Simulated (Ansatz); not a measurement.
# Mg(0001) with 2 thermally displaced layers, 2x2: scattering by thermal displacements, part 2 of 2

Aim: the resistivity of Mg at 300 K from frozen thermal displacements between perfect leads. The measured value for the pure metal at this temperature is 4.51 µΩ cm (CRC Handbook of Chemistry and Physics, 84th ed., 2003, Electrical Resistivity of Pure Metals).

Ansatz 0.2.0; Ansatz plane-wave DFT, PBE, PAW files; ballistic transport by layer matching (Landauer), zero bias; PAW set soft_1.

So far, open channels per spin nearest the Fermi level: step 2 (with 2 displaced layers) 3.77.

## 4. With 10 displaced layers

Each atom of 10 layers is moved at random, by amounts drawn from a normal law 0.1085 Å wide in each direction from the Debye model (400 K) at 300 K. A fresh draw is used; the growth of the resistance with length is what counts.

System of this step: Mg(0001) with 10 thermally displaced layers, 2x2. The cell holds 80 atoms: 80 Mg. Cell: a = 6.419 Å, b = 6.419 Å, c = 52.103 Å, α = 90.0°, β = 90.0°, γ = 120.0°. It derives from Mg. Regions: lead, 40 atoms (40 Mg); scattering region, 40 atoms (40 Mg). The structure is stacked along c, and the current runs across the ab planes.

input.yaml reads:

```yaml
crystal:
  lattice:
    - [6.41854, 0.0, 0.0]
    - [-3.20927, 5.5586186952, 0.0]
    - [0.0, 0.0, 52.1033]
  atoms:
    - { symbol: Mg, position: [0.1666666667, 0.3333333333, 0.025] }
    - { symbol: Mg, position: [0.1666666667, 0.8333333333, 0.025] }
    - { symbol: Mg, position: [0.6666666667, 0.3333333333, 0.025] }
    - { symbol: Mg, position: [0.6666666667, 0.8333333333, 0.025] }
    - { symbol: Mg, position: [0.3333333333, 0.1666666667, 0.075] }
    - { symbol: Mg, position: [0.3333333333, 0.6666666667, 0.075] }
    - { symbol: Mg, position: [0.8333333333, 0.1666666667, 0.075] }
    - { symbol: Mg, position: [0.8333333333, 0.6666666667, 0.075] }
    - { symbol: Mg, position: [0.1666666667, 0.3333333333, 0.125] }
    - { symbol: Mg, position: [0.1666666667, 0.8333333333, 0.125] }
    - { symbol: Mg, position: [0.6666666667, 0.3333333333, 0.125] }
    - { symbol: Mg, position: [0.6666666667, 0.8333333333, 0.125] }
    - { symbol: Mg, position: [0.3333333333, 0.1666666667, 0.175] }
    - { symbol: Mg, position: [0.3333333333, 0.6666666667, 0.175] }
    - { symbol: Mg, position: [0.8333333333, 0.1666666667, 0.175] }
    - { symbol: Mg, position: [0.8333333333, 0.6666666667, 0.175] }
    - { symbol: Mg, position: [0.1666666667, 0.3333333333, 0.225] }
    - { symbol: Mg, position: [0.1666666667, 0.8333333333, 0.225] }
    - { symbol: Mg, position: [0.6666666667, 0.3333333333, 0.225] }
    - { symbol: Mg, position: [0.6666666667, 0.8333333333, 0.225] }
    - { symbol: Mg, position: [0.3236205134, 0.1724662327, 0.2749653934] }
    - { symbol: Mg, position: [0.3227215031, 0.6523308811, 0.2758064005] }
    - { symbol: Mg, position: [0.8376301299, 0.1648517545, 0.2745383737] }
    - { symbol: Mg, position: [0.8068689935, 0.6571772393, 0.2775122199] }
    - { symbol: Mg, position: [0.1493951821, 0.3052325788, 0.3277787431] }
    - { symbol: Mg, position: [0.1962033888, 0.8744800628, 0.3251301706] }
    - { symbol: Mg, position: [0.6447397006, 0.3050774577, 0.3277566613] }
    - { symbol: Mg, position: [0.7020887668, 0.817309902, 0.3236525535] }
    - { symbol: Mg, position: [0.3353074736, 0.1504595564, 0.3744366096] }
    - { symbol: Mg, position: [0.3292932174, 0.6704134192, 0.3772797674] }
    - { symbol: Mg, position: [0.842674234, 0.1846024277, 0.374125655] }
    - { symbol: Mg, position: [0.8180067911, 0.6249316772, 0.3719807374] }
    - { symbol: Mg, position: [0.1743609931, 0.3218144931, 0.4262075711] }
    - { symbol: Mg, position: [0.1887386595, 0.8591422538, 0.4266905541] }
    - { symbol: Mg, position: [0.6827675815, 0.3311536747, 0.4235459436] }
    - { symbol: Mg, position: [0.6495377941, 0.8238074401, 0.422647329] }
    - { symbol: Mg, position: [0.3231761989, 0.1648598562, 0.4755239378] }
    - { symbol: Mg, position: [0.3088311656, 0.6291192327, 0.4748494834] }
    - { symbol: Mg, position: [0.8477261496, 0.1878340204, 0.4762033002] }
    - { symbol: Mg, position: [0.8153913637, 0.6525396226, 0.4791867168] }
    - { symbol: Mg, position: [0.1973300126, 0.36908032, 0.5294341948] }
    - { symbol: Mg, position: [0.156598107, 0.8408532182, 0.5259540524] }
    - { symbol: Mg, position: [0.6814146524, 0.3439104604, 0.5254207433] }
    - { symbol: Mg, position: [0.6549467814, 0.8040067648, 0.524655581] }
    - { symbol: Mg, position: [0.3219264396, 0.1691277037, 0.5740264169] }
    - { symbol: Mg, position: [0.3517820886, 0.6826538087, 0.5756427977] }
    - { symbol: Mg, position: [0.8395847818, 0.168480848, 0.5740675394] }
    - { symbol: Mg, position: [0.8257155435, 0.6569923913, 0.5758079152] }
    - { symbol: Mg, position: [0.1725782038, 0.3446792746, 0.6222333229] }
    - { symbol: Mg, position: [0.1742299155, 0.818446635, 0.6234709861] }
    - { symbol: Mg, position: [0.6578309678, 0.3223369025, 0.6256062172] }
    - { symbol: Mg, position: [0.6465239478, 0.8124587191, 0.623238764] }
    - { symbol: Mg, position: [0.3559424117, 0.1675305235, 0.6725688229] }
    - { symbol: Mg, position: [0.3182900589, 0.6362969023, 0.6787264585] }
    - { symbol: Mg, position: [0.8122365416, 0.1760112088, 0.6761320051] }
    - { symbol: Mg, position: [0.8117535592, 0.6725276186, 0.6770764359] }
    - { symbol: Mg, position: [0.1771176648, 0.3384279835, 0.7269763274] }
    - { symbol: Mg, position: [0.1726697827, 0.8398998556, 0.7247361454] }
    - { symbol: Mg, position: [0.6681592033, 0.3149589122, 0.7266487081] }
    - { symbol: Mg, position: [0.6474813194, 0.8120453985, 0.7257605669] }
    - { symbol: Mg, position: [0.3333333333, 0.1666666667, 0.775] }
    - { symbol: Mg, position: [0.3333333333, 0.6666666667, 0.775] }
    - { symbol: Mg, position: [0.8333333333, 0.1666666667, 0.775] }
    - { symbol: Mg, position: [0.8333333333, 0.6666666667, 0.775] }
    - { symbol: Mg, position: [0.1666666667, 0.3333333333, 0.825] }
    - { symbol: Mg, position: [0.1666666667, 0.8333333333, 0.825] }
    - { symbol: Mg, position: [0.6666666667, 0.3333333333, 0.825] }
    - { symbol: Mg, position: [0.6666666667, 0.8333333333, 0.825] }
    - { symbol: Mg, position: [0.3333333333, 0.1666666667, 0.875] }
    - { symbol: Mg, position: [0.3333333333, 0.6666666667, 0.875] }
    - { symbol: Mg, position: [0.8333333333, 0.1666666667, 0.875] }
    - { symbol: Mg, position: [0.8333333333, 0.6666666667, 0.875] }
    - { symbol: Mg, position: [0.1666666667, 0.3333333333, 0.925] }
    - { symbol: Mg, position: [0.1666666667, 0.8333333333, 0.925] }
    - { symbol: Mg, position: [0.6666666667, 0.3333333333, 0.925] }
    - { symbol: Mg, position: [0.6666666667, 0.8333333333, 0.925] }
    - { symbol: Mg, position: [0.3333333333, 0.1666666667, 0.975] }
    - { symbol: Mg, position: [0.3333333333, 0.6666666667, 0.975] }
    - { symbol: Mg, position: [0.8333333333, 0.1666666667, 0.975] }
    - { symbol: Mg, position: [0.8333333333, 0.6666666667, 0.975] }
kpoints:
  mp_grid: { grid: [4, 4, 1] }
hamiltonian:
  xc: pbe
  pseudopotentials: { kind: paw, azcp: { folder: soft_1 } }
scf:
  occupations: { method: fermi_dirac, width: 0.1 }
output:
  transmission: { leads: [[0, 8]], kmesh: [8, 8], e_range: [-0.05, 0.05], de: 0.05 }
  write_potential: true
  write_density: true
  volumetric_format: npy
```

Run with:

```sh
$ ansatz run input.yaml --threads 4 --pin off --max-ram 15360MiB --backend cpu --events-out ev --progress --plain --runs-dir out
```

Numbers of over 12 decimals in the logs are rounded to 6 here.

The log of the run:

```text
[...]
Crystal: 80 atoms, lattice volume = 1858.953 Å³
Basis set: ecut = 420 eV, 36475 PW (Γ)
Bands: 480, of which v1, the nominal top of the filled ones, is band 400 counted from 1 (399 counted from 0)
Symmetry: 1 space group operations
[...]
k-points: 10 of 16 (time reversal used)
[...]
SCF iter   1: F=—  HF=-153904.311980 eV  |F-HF|=—  |Δ(HF+E_count)|=         —  Δρ=1.35e-2  dr2=5.19e0  ethr=3.10e-3  ⟨swp⟩=8.6  Hψ=19722  notcnv=0  defer=55
[...]
SCF iter   9: F=-153903.684957 eV  HF=-153903.684957 eV  |F-HF|=1.87e-8  |Δ(HF+E_count)|=   1.52e-8  Δρ=4.68e-7  dr2=2.11e-8  ethr=1.25e-11  ⟨swp⟩=2.0  Hψ=8847  notcnv=0
SCF 1 converged in 9 iterations: F = -153903.684957 eV  dr2 = 2.11e-8
[...]
transmission: 276 of 2754 steps passed
transmission: 552 of 2754 steps passed
[...]
transmission: 2754 of 2754 steps passed
SCF converged after 9 iterations
Free energy (F): -153903.684957 eV
[...]
Internal energy: -153902.798868 eV  (E = F + TS)
E sigma→0 (E₀):  -153903.241913 eV
Entropy (-TS):   -0.886089 eV (-11.076 meV/atom)
Fermi energy:    5.485423 eV
[...]
--- Band table (eV; the first three rows and the last of 10) ---
  k-point 0: bands = [... 396 lower, 4.4131, 4.4391, 4.4452, 4.4730, 4.4741, 5.0285, 5.0430, 5.0502, ... 76 higher]
  k-point 1: bands = [... 396 lower, 4.9687, 4.9958, 5.4010, 5.4247, 5.4721, 5.5050, 5.5536, 5.5672, ... 76 higher]
  k-point 2: bands = [... 396 lower, 6.1335, 6.1596, 6.1795, 6.1982, 6.2421, 6.2568, 6.3266, 6.3347, ... 76 higher]
  k-point 9: bands = [... 396 lower, 6.1535, 6.1602, 6.1828, 6.1912, 6.2751, 6.2855, 6.2906, 6.3327, ... 76 higher]
--- Transmission ---
  basis      : 313 plane waves across, 81 finite elements along
  points     : 34, standing for a mesh of 8 x 8
[...]
channels       : 3.765625e0 a spin
[...]
junction   : crystal 0 to crystal 0, 0.70 to 47.59 Å
    transmission   : 3.316250e0 a spin
[...]
```

Wall time 24 min (4 threads of Arm Neoverse V1, shared host); peak memory 9.8 GiB.

Numbers from this step:

```
free energy                                   : -153903.6850 eV
energy at zero smearing                       : -153903.2419 eV
Fermi energy                                  : 5.485 eV
transmission per spin nearest the Fermi level : 3.316
step of the lead's potential                  : 6.3 meV
```

Per spin. Transmission, zone mean against energy, zero at the Fermi level:

| energy (eV) | transmission, zone mean |
| --- | --- |
| -0.0500 | 3.16 |
| 0.0000 | 3.32 |
| 0.0500 | 3.27 |

Over the solved energies the transmission per spin lies between 3.16 and 3.32, out of 3.70 channels of the lead on average (up to 3.77).

## 5. Resistance against length

This step: Ansatz plane-wave DFT, PBE, PAW files; ballistic transport by layer matching (Landauer), zero bias; resistivity from the slope of the area resistance; PAW set soft_1 (Ansatz 0.2.0).

This step gave:

- resistivity: 6.943 µΩ cm
- intercept: -0.01185 fΩ m²
- scatter about the fit: 0.005432 fΩ m²

Resistance, by row:

```csv
run,length (Å),T,channels N,RA (fΩ m²)
n2,5.21,3.651,3.734,0.02817
n6,15.63,3.51,3.766,0.089
n10,26.05,3.251,3.703,0.1729
```

The area resistance by length of the displaced region:

```
length of the displaced region (Å)  area resistance (fΩ m²)
                              5.21                   0.0282
                             15.63                   0.0890
                             26.05                    0.173
```

The area resistance goes from 0.028 to 0.17 fΩ m² between 5.2 and 26.1 Å, a slope of 6.9 µΩ cm.

By hand from the end points: (0.1729 − 0.02817) fΩ m² / (26.05 − 5.21) Å = 6.9 µΩ cm, since 1 fΩ m² per Å is 1000 µΩ cm.

## 6. Summary of results

```json
{
  "resistivity from the slope": "6.94 µΩ cm",
  "area resistance over 5.21 Å": "0.0282 fΩ m²",
  "area resistance over 15.6 Å": "0.0890 fΩ m²",
  "area resistance over 26.1 Å": "0.173 fΩ m²"
}
```

The slope gives 6.9 µΩ cm. The points scatter by 0.0054 fΩ m² about the line, with one random draw a length in a 2x2 cell, so the slope is a rough value. The mean square of the displacements drawn is 0.69, 0.93 and 0.79 of the nominal one at the three lengths; with each resistance scaled back by that, the slope is 8.5 µΩ cm, the value used below. The lead's own channel count moves between the runs (3.73, 3.77 and 3.70), which shifts RA and the slope too. The current runs along the hexagonal axis, while the measured value below is not for that direction. Read with a model of isotropic scattering on a spherical Fermi surface and the lead's 0.81×10¹⁵ S/m², this slope means a mean free path near 126 Å; over these lengths the model's slope is 1.16 times its bulk resistivity, which would be 7.3 µΩ cm. Uncorrelated displacements put too much weight on short waves, which scatter strongly; with the sideways repeat of a small cell, one draw and three short lengths, the method is good to a factor of two or three. The measured value is 4.51 µΩ cm (CRC Handbook of Chemistry and Physics, 84th ed., 2003, Electrical Resistivity of Pure Metals); the scaled slope is 1.9 times that and the corrected value 1.6: clearly high.

[Logs are printed without paths, hosts, clocks, repeated set-up lines and the standing remarks that a program may print on its own settings, such as how far it seeks lower states.]

[Hosts, paths, dates, database ids (printed as entryN), source tags and the programs' standing remarks are cut or masked in the printed files.]
